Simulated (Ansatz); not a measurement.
Rows from a G0W0 calculation on Bi3O4Cl (C2/c) (Ansatz 0.2.0; G0W0 on LDA, plane waves, PAW; 4×4×4 mesh, 165 empty bands, screening to 39 eV), in eV. Spin-orbit coupling is left out.

| row | Σx | Σc | Vxc | Z |
| --- | --- | --- | --- | --- |
| A | -23.33 | 3.28 | -20.33 | 0.77 |
| B | -9.66 | -3.15 | -14.01 | 0.81 |
| C | -10.33 | -3.07 | -14.58 | 0.82 |
| D | -10.45 | -3.11 | -14.82 | 0.80 |
| E | -10.26 | -3.05 | -14.58 | 0.80 |
| F | -24.03 | 3.61 | -20.70 | 0.76 |

Q: Which rows are filled states and which are empty ones, and how can one tell?

Filled: A and F. Empty: B, C, D and E. The sign of Σc tells: for a filled state bare exchange, which holds its interaction with itself, lies below Vxc (Σx − Vxc is -3.0 eV or lower here) and screening gives part back as a positive Σc. For an empty state Σx lies above Vxc (+4.2 eV or more) and the Coulomb hole leaves Σc negative.

[Runs of the session that timed out or met a known fault of the program may be left out.]

[Cells called generated may have been cut or substituted from an entry of the Crystallography Open Database or the Materials Project.]

[Hosts, paths, dates, database ids (printed as entryN), source tags and the programs' standing remarks are cut or masked in the printed files.]
